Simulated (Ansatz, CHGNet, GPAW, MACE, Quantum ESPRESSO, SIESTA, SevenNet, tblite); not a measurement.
# Random packing of B (63 atoms): one structure in several programs

How near do other programs and methods come to a plane-wave reference for random packing of B (63 atoms)? A plane-wave run serves as the reference.

Program: Ansatz 0.2.0. Level of theory: Kohn-Sham DFT, PBE, PAW, plane waves. Results are calculated unless marked as measured.

### Step 1. Set-up

The cell holds 63 atoms: 63 B. Cell: a = 8.151 Å, b = 8.151 Å, c = 8.151 Å, α = 90.0°, β = 90.0°, γ = 90.0°. 63 atoms (63 B) packed at random in a cube at 2.09 g/cm³ and pushed apart as soft spheres; a start for melting by ab initio MD, not an equilibrated structure. Then every atom was moved at random, 0.05 Å r.m.s. a Cartesian component.

### Step 2. Plane-wave reference

The PAW files are the set soft_2.

The input, input.yaml:

```yaml
crystal:
  lattice:
    - [8.1513, 0.0, 0.0]
    - [0.0, 8.1513, 0.0]
    - [0.0, 0.0, 8.1513]
  atoms:
    - { symbol: B, position: [0.73109, 0.73282, 0.5869] }
    - { symbol: B, position: [0.15831, 0.64449, 0.89264] }
    - { symbol: B, position: [0.58269, 0.04567, 0.7785] }
    - { symbol: B, position: [0.97227, 0.69455, 0.99405] }
    [... 53 atom lines left out ...]
    - { symbol: B, position: [0.08498, 0.11042, 0.82784] }
    - { symbol: B, position: [0.23643, 0.36874, 0.60557] }
    - { symbol: B, position: [0.08977, 0.2144, 0.62938] }
    - { symbol: B, position: [0.00778, 0.51667, 0.1964] }
    - { symbol: B, position: [0.85895, 0.03394, 0.25613] }
    - { symbol: B, position: [0.43909, 0.85633, 0.67574] }
kpoints:
  mp_grid: { grid: [1, 1, 1] }
hamiltonian:
  xc: pbe
scf:
  occupations: { method: fermi_dirac, width: 0.05 }
output:
  forces: true
  eigenvalues: true
  populations: true
  stress: true
```

The run is started by

```console
$ ansatz run input.yaml --threads 4 --pin off --max-ram 8192MiB --backend cpu --events-out ev --progress --plain --runs-dir out
```

What it wrote:

```text
[...]
Pseudopotentials: kind: paw
Pseudopotential: B, paw, valence charge 3, recommended cutoff 420 eV (normal), B.paw.azcp
[...]
Crystal: 63 atoms, lattice volume = 541.602 Å³
Basis set: ecut = 420 eV, 10635 PW (Γ), exchange–correlation on 120×120×120 points (8 copies of the dense FFT grid, shifted against one another)
Bands: 158, of which v1, the nominal top of the filled ones, is band 95 counted from 1 (94 counted from 0)
Symmetry: 1 space group operations
Space group: P1 (ITA 1), of the structure as read, at distance tolerance 8.2e-5 Å
k-points: 1
[...]
Initial density: superposition of atomic densities (neutral atoms: chi_scale 0, normalization atom), corrected by the library's trained network
Initial wavefunctions: pseudopotential atomic-orbital guess
[...]
SCF iter   1: F=—  HF=-9742.604044 eV  |F-HF|=—  |Δ(HF+E_count)|=         —  Δρ=1.31e-2  dr2=2.11e0  ethr=1.77e-3  ⟨swp⟩=5.0  Hψ=650  notcnv=0  defer=39
preconditioner: auto → Kerker (q_TF=auto, 2.289 Å⁻¹)  [metal: Δε(μ)=0.057 eV  Ē_g=9.381 eV  σ=0.050 eV  W_gap=0.28  n_scr=92 (ndim 8)  ℏωp=21.9 eV  f_vac=0.000  D(μ)=34.94/eV (n_scr^D=364)]
[...]
SCF iter   7: F=—  HF=-9742.248872 eV  |F-HF|=—  |Δ(HF+E_count)|=   1.76e-6  Δρ=8.28e-6  dr2=9.84e-7  ethr=4.21e-9  ⟨swp⟩=3.0  Hψ=247  notcnv=0  defer=39
SCF iter   8: F=-9742.248872 eV  HF=-9742.248872 eV  |F-HF|=1.52e-8  |Δ(HF+E_count)|=   1.95e-7  Δρ=2.49e-6  dr2=7.99e-8  ethr=5.29e-11  ⟨swp⟩=12.0  Hψ=813  notcnv=0
SCF 1 converged in 8 iterations: F = -9742.248872 eV  dr2 = 7.99e-8
[...]
SCF converged after 8 iterations
Free energy (F): -9742.248872 eV
Harris-Foulkes:  -9742.248872 eV  (|F-HF|=1.52e-8)
Internal energy: -9741.949365 eV  (E = F + TS)
E sigma→0 (E₀):  -9742.099119 eV
Entropy (-TS):   -0.299507 eV (-4.754 meV/atom)
Fermi energy:    8.176817 eV
--- Per-component energies (eV) ---
[...]
Σ components = -9742.248872   (vs F -9742.248872, Δ=0.00e0)
--- Forces (eV/Å), atoms counted from 1 ---
  atom   1  B     -0.70987615     3.09464659     0.95317244
  atom   2  B      0.59749968     0.11794527    -1.20542602
  atom   3  B     -0.19509763     0.04816471     0.24455305
  atom   4  B      2.01576843     0.96820166    -0.92935980
[...]
atom  63  B      0.65495691     0.89019119     1.91812940
  max |Σ_I F_I| component: 4.72e-5 eV/Å
--- Stress (GPa, compression-positive) ---
      -16.727665       2.347955       2.687596
        2.347955     -20.471933       2.225381
        2.687596       2.225380     -24.711188
  P = ⅓ Tr σ = -20.6369 GPa (-206.369 kbar)
--- Band table (eV) ---
  k-point 0: bands = ["-7.3146", "-6.5491", "-6.3080", "-5.7636", [... 142 levels ...], "13.1430", "13.2268", "13.2492", "13.4345", "13.4530", "13.6093", "13.7197", "13.8032", "13.8544", "13.9599", "14.0171", "14.1349"]
--- Löwdin populations: 63 sites ---
  site symbol       q [e]
     0      B      2.9251
     1      B      3.0263
     2      B      2.9001
[...]
62      B      3.1249
  spilling = 0.005822 (of n_electrons = 189.000000)
```

Run time: 2.4 s. Hardware: 4 threads of Arm Neoverse V2, shared host; peak memory 0.6 GiB.

The run gave:

* free energy: -9742.2489 eV
* free energy per atom: -154.6389 eV/atom
* SCF cycles: 8
* pressure: -20.64 GPa
* r.m.s. force component: 1.28 eV/Å
* longest force: 6.839 eV/Å
* Fermi energy: 8.177 eV
* levels partly filled by over 2 per cent: 6
* spilling of the projection: 0.005822

Length of the force by element:

```
element  coordination  atoms  mean length of the force (eV/Å)  spread  least  most
      B           all     63                             1.91    1.13  0.317  6.84
```

The mean of these charges, 0.017 e, is only the charge that the projection spills.

Löwdin charges by element (they lack the spilled electrons, 0.017 e an atom on average):

```csv
element,coordination,atoms,mean charge (e),spread,least,most
B,all,63,0.0175,0.0678,-0.145,0.165
```

The levels nearest the highest filled one (over half full), pooled over k-points and spins:

```csv
level less the highest filled one (eV),occupation
-0.772,2
-0.478,2
-0.362,2.00
-0.139,1.94
-0.0635,1.77
0,1.36
0.0579,0.798
0.0641,0.74
0.11,0.38
0.293,0.012
0.342,0.005
0.472,0
```

### Step 3. Structure statistics

Density 2.09 g/cm³, 8.597 Å³ an atom.

Pair distribution function in bins of 0.1 Å:

```csv
r (Å),total
1.45,0.00
1.55,0.44
1.65,0.63
1.75,2.05
1.85,1.47
1.95,1.60
2.05,1.24
2.15,1.45
2.25,1.11
2.35,0.67
2.45,1.02
2.55,0.93
2.65,1.02
2.75,0.92
2.85,0.83
2.95,1.05
3.05,0.82
3.15,0.98
3.25,1.01
3.35,0.95
3.45,0.98
3.55,0.89
3.65,1.11
3.75,1.11
3.85,1.02
3.95,0.96
4.05,1.02
```

### Step 4. What was run beside it

The programs:
- CHGNet: machine-learned potential, published weights.
- GPAW 26.7.0: PAW with atomic orbitals (LCAO), plane waves or a real-space grid of spacing h.
- MACE: machine-learned potential, published weights.
- Quantum ESPRESSO 7.5: plane waves; labels (QE) give functional, pseudopotential set and cutoffs of waves/density.
- SIESTA 5.4.2: numerical atomic orbitals, whose automatically made sets are far from complete, with PseudoDojo norm-conserving potentials that we converted to its format (checked against plane waves on the same files for H, C, O, Si, Ge and Ca alone); labels give functional, basis size, energy shift and mesh cutoff.
- SevenNet: machine-learned potential, published weights.
- tblite 0.8.0: extended tight binding, driven from Python.

All use the same cell and atoms; the electronic-structure runs use the same k-mesh, and an electronic temperature of 580 K (0.05 eV) where levels are smeared.

Differences are against the plane-wave reference, forces as r.m.s. over components; share is that over the reference's r.m.s. force, slope the least-squares factor from reference forces to these. Total energies of different programs have different zeros and aren't compared.

```csv
run,"Δ force, r.m.s. (meV/Å)",share (%),slope,Δ pressure (GPa),cores,CPU time,memory (GiB)
reference,-,-,-,-,4,8.7 s,0.6
CHGNet 0.3.0 potential,702,54.9,0.735,1.36,1,3.8 s,1.6
"GPAW PBE, LCAO dzp, h 0.2 Å",144,11.3,1.056,-,1,4.2 min,0.73
"GPAW PBE, LCAO dzp, h 0.2 Å, other mixer settings",143,11.2,1.056,-,1,6.1 min,0.7
"GPAW PBE, LCAO sz(dzp), h 0.2 Å (coarse)",811,63.4,1.248,-,1,53 s,0.49
"GPAW PBE, plane waves 350 eV",25.7,2.00,1.000,-4.34,1,58 s,0.41
"GPAW revPBE, LCAO dzp, h 0.2 Å",187,14.6,1.070,-,1,4.1 min,0.73
MACE MPA-0 medium potential,492,38.4,0.836,-0.930,1,7.8 s,1.1
"QE PBE+D3(BJ), sssp-1.3.0-efficiency, 45/360 Ry",85.1,6.65,0.981,-1.74,2,54 s,0.97
"QE PBE, gbrv-1.5, 40/200 Ry",14.2,1.11,0.996,-0.219,1,27 s,0.45
"QE PBE, sssp-1.3.0-efficiency, 45/360 Ry",13.7,1.07,0.996,-0.235,2,53 s,0.96
"SIESTA PBE, DZP, shift 0.002 Ry, mesh 300 Ry",198,15.5,1.069,2.45,2,21 min,1.8
"SIESTA PBE, DZP, shift 0.01 Ry, mesh 100 Ry (coarse)",183,14.3,1.078,1.93,1,82 s,0.43
"SIESTA PBE, DZP, shift 0.01 Ry, mesh 300 Ry",183,14.3,1.078,1.95,2,6.6 min,1.2
"SIESTA PBE, SZ, shift 0.01 Ry, mesh 300 Ry (coarse)",1099,85.9,1.348,18.3,1,71 s,0.48
"SIESTA PBE, SZP, shift 0.01 Ry, mesh 300 Ry (coarse)",642,50.2,1.207,12.2,1,4.9 min,0.88
SevenNet 0 potential,845,66.1,0.681,-1.31,1,7.3 s,0.99
tblite GFN1-xTB,666,52.0,0.879,12.9,1,1.3 s,0.1
tblite GFN2-xTB,746,58.3,0.795,38.7,1,5 s,0.1
```

Rows marked coarse were listed beforehand as settings not expected to be converged; some can still land near the reference.

Times of the machine-learned potentials are mostly Python's start and the loading of weights.

CPU time is summed over cores on a shared host, where runs went side by side, so it is rough. Symmetry, cutoffs, thresholds, outputs and thread counts weren't matched or tuned between programs; memory under MPI is the largest rank's times the ranks.

Within one program, basis, potentials and functional, energies share a zero. Each run against its twin at the usual cutoff or grid and solver:

| run | twin | Δ energy (meV/atom) | Δ force, r.m.s. (meV/Å) | CPU time over the twin's |
| --- | --- | --- | --- | --- |
| GPAW PBE, LCAO dzp, h 0.2 Å, other mixer settings | LCAO dzp, h 0.2 Å | 0 | 2.32 | 1.4 |
| SIESTA PBE, DZP, shift 0.01 Ry, mesh 100 Ry | DZP, shift 0.01 Ry, mesh 300 Ry | 0.471 | 2.39 | 0.21 (this twin ran on 2 cores) |

### Step 5. Outcome

```json
{
 "reference r.m.s. force component": "1.28 eV/Å",
 "nearest in forces": "a tie at 1.1 % of 2 runs: QE PBE, gbrv-1.5, 40/200 Ry; QE PBE, sssp-1.3.0-efficiency, 45/360 Ry",
 "farthest in forces": "SIESTA PBE, SZ, shift 0.01 Ry, mesh 300 Ry (coarse), 86 %",
 "cheapest electronic-structure run beside the reference": "tblite GFN1-xTB, 1.3 s of CPU time"
}
```

PBE on plane waves or a grid with other potentials, cutoffs or grids, coarse settings apart, differs from the reference by 1.1 % (QE PBE, sssp-1.3.0-efficiency, 45/360 Ry) to 2.0 % (GPAW PBE, plane waves 350 eV) of the r.m.s. force; this holds the reference's own error, so differences of a few per cent don't tell which side is nearer the exact PBE result (QE's 40 Ry are 544 eV, against the reference's 420 eV). The PBE runs in local orbitals, coarse settings apart, differ by 11 % (GPAW PBE, LCAO dzp, h 0.2 Å, other mixer settings) to 15 % (SIESTA PBE, DZP, shift 0.002 Ry, mesh 300 Ry); basis, grid and potentials can all enter. Tight binding differs by 52 % (tblite GFN1-xTB) to 58 % (tblite GFN2-xTB); it is another model, with fitted parameters of its own, and the xTB methods hold dispersion. Machine-learned potentials differ by 38 % (MACE MPA-0 medium potential) to 66 % (SevenNet 0 potential); they were trained on other programs' data. The cause of differences this large wasn't tested. Among those trained on PBE data the slope goes as low as 0.68, with a correlation of 0.76, so directions differ as well as sizes. Rows with another functional or a dispersion term differ by 6.7 % (QE PBE+D3(BJ), sssp-1.3.0-efficiency, 45/360 Ry) to 15 % (GPAW revPBE, LCAO dzp, h 0.2 Å), which mixes the change of model with differences of basis and potentials. Runs with settings chosen to be coarse differ by 14 % (SIESTA PBE, DZP, shift 0.01 Ry, mesh 100 Ry) to 86 % (SIESTA PBE, SZ, shift 0.01 Ry, mesh 300 Ry), their programs' other errors included. One electronic-structure run takes under half the reference's CPU time: tblite GFN1-xTB, at 52 % in 1.3 s against 8.7 s; its pressure misses by +12.9 GPa. In pressure, SIESTA PBE, SZ, shift 0.01 Ry, mesh 300 Ry misses by +18.3 GPa, at the same functional. In the reference: 6 levels are partly filled, by over 2 % (at Γ alone): at this level the cell shows no clear gap. In the reference: Löwdin charges run from -0.15 to +0.17 e, about a mean that is the spilled charge alone. Periodic xTB results under one method name differ between programs and library versions. The electron count is odd in these runs, and they have no spin polarisation, so the unpaired electron is spread evenly over both spins. Machine-learned potentials mimic data converged in k, so the reference's own k-point error enters their differences. The reference's stress is far from hydrostatic: its diagonal is -16.7, -20.5, -24.7 GPa, compression counted positive. The reference's pressure of -21 GPa says that the cell would shrink at this level of theory. The electron count is odd and the run has no spin polarisation, so levels at the top are partly filled by construction. The electronic-structure runs sample only Γ, in a cell whose shortest periodic width is 8 Å, which is coarse for a cell with partly filled levels.

[Also dropped from logs without a mark: logging warnings of Python, and SIESTA's first energy breakdown and zero terms.]

[Logs are printed without paths, hosts, clocks, repeated set-up lines and the standing remarks that a program may print on its own settings, such as how far it seeks lower states.]

[Hosts, paths, dates, database ids (printed as entryN), source tags and the programs' standing remarks are cut or masked in the printed files.]
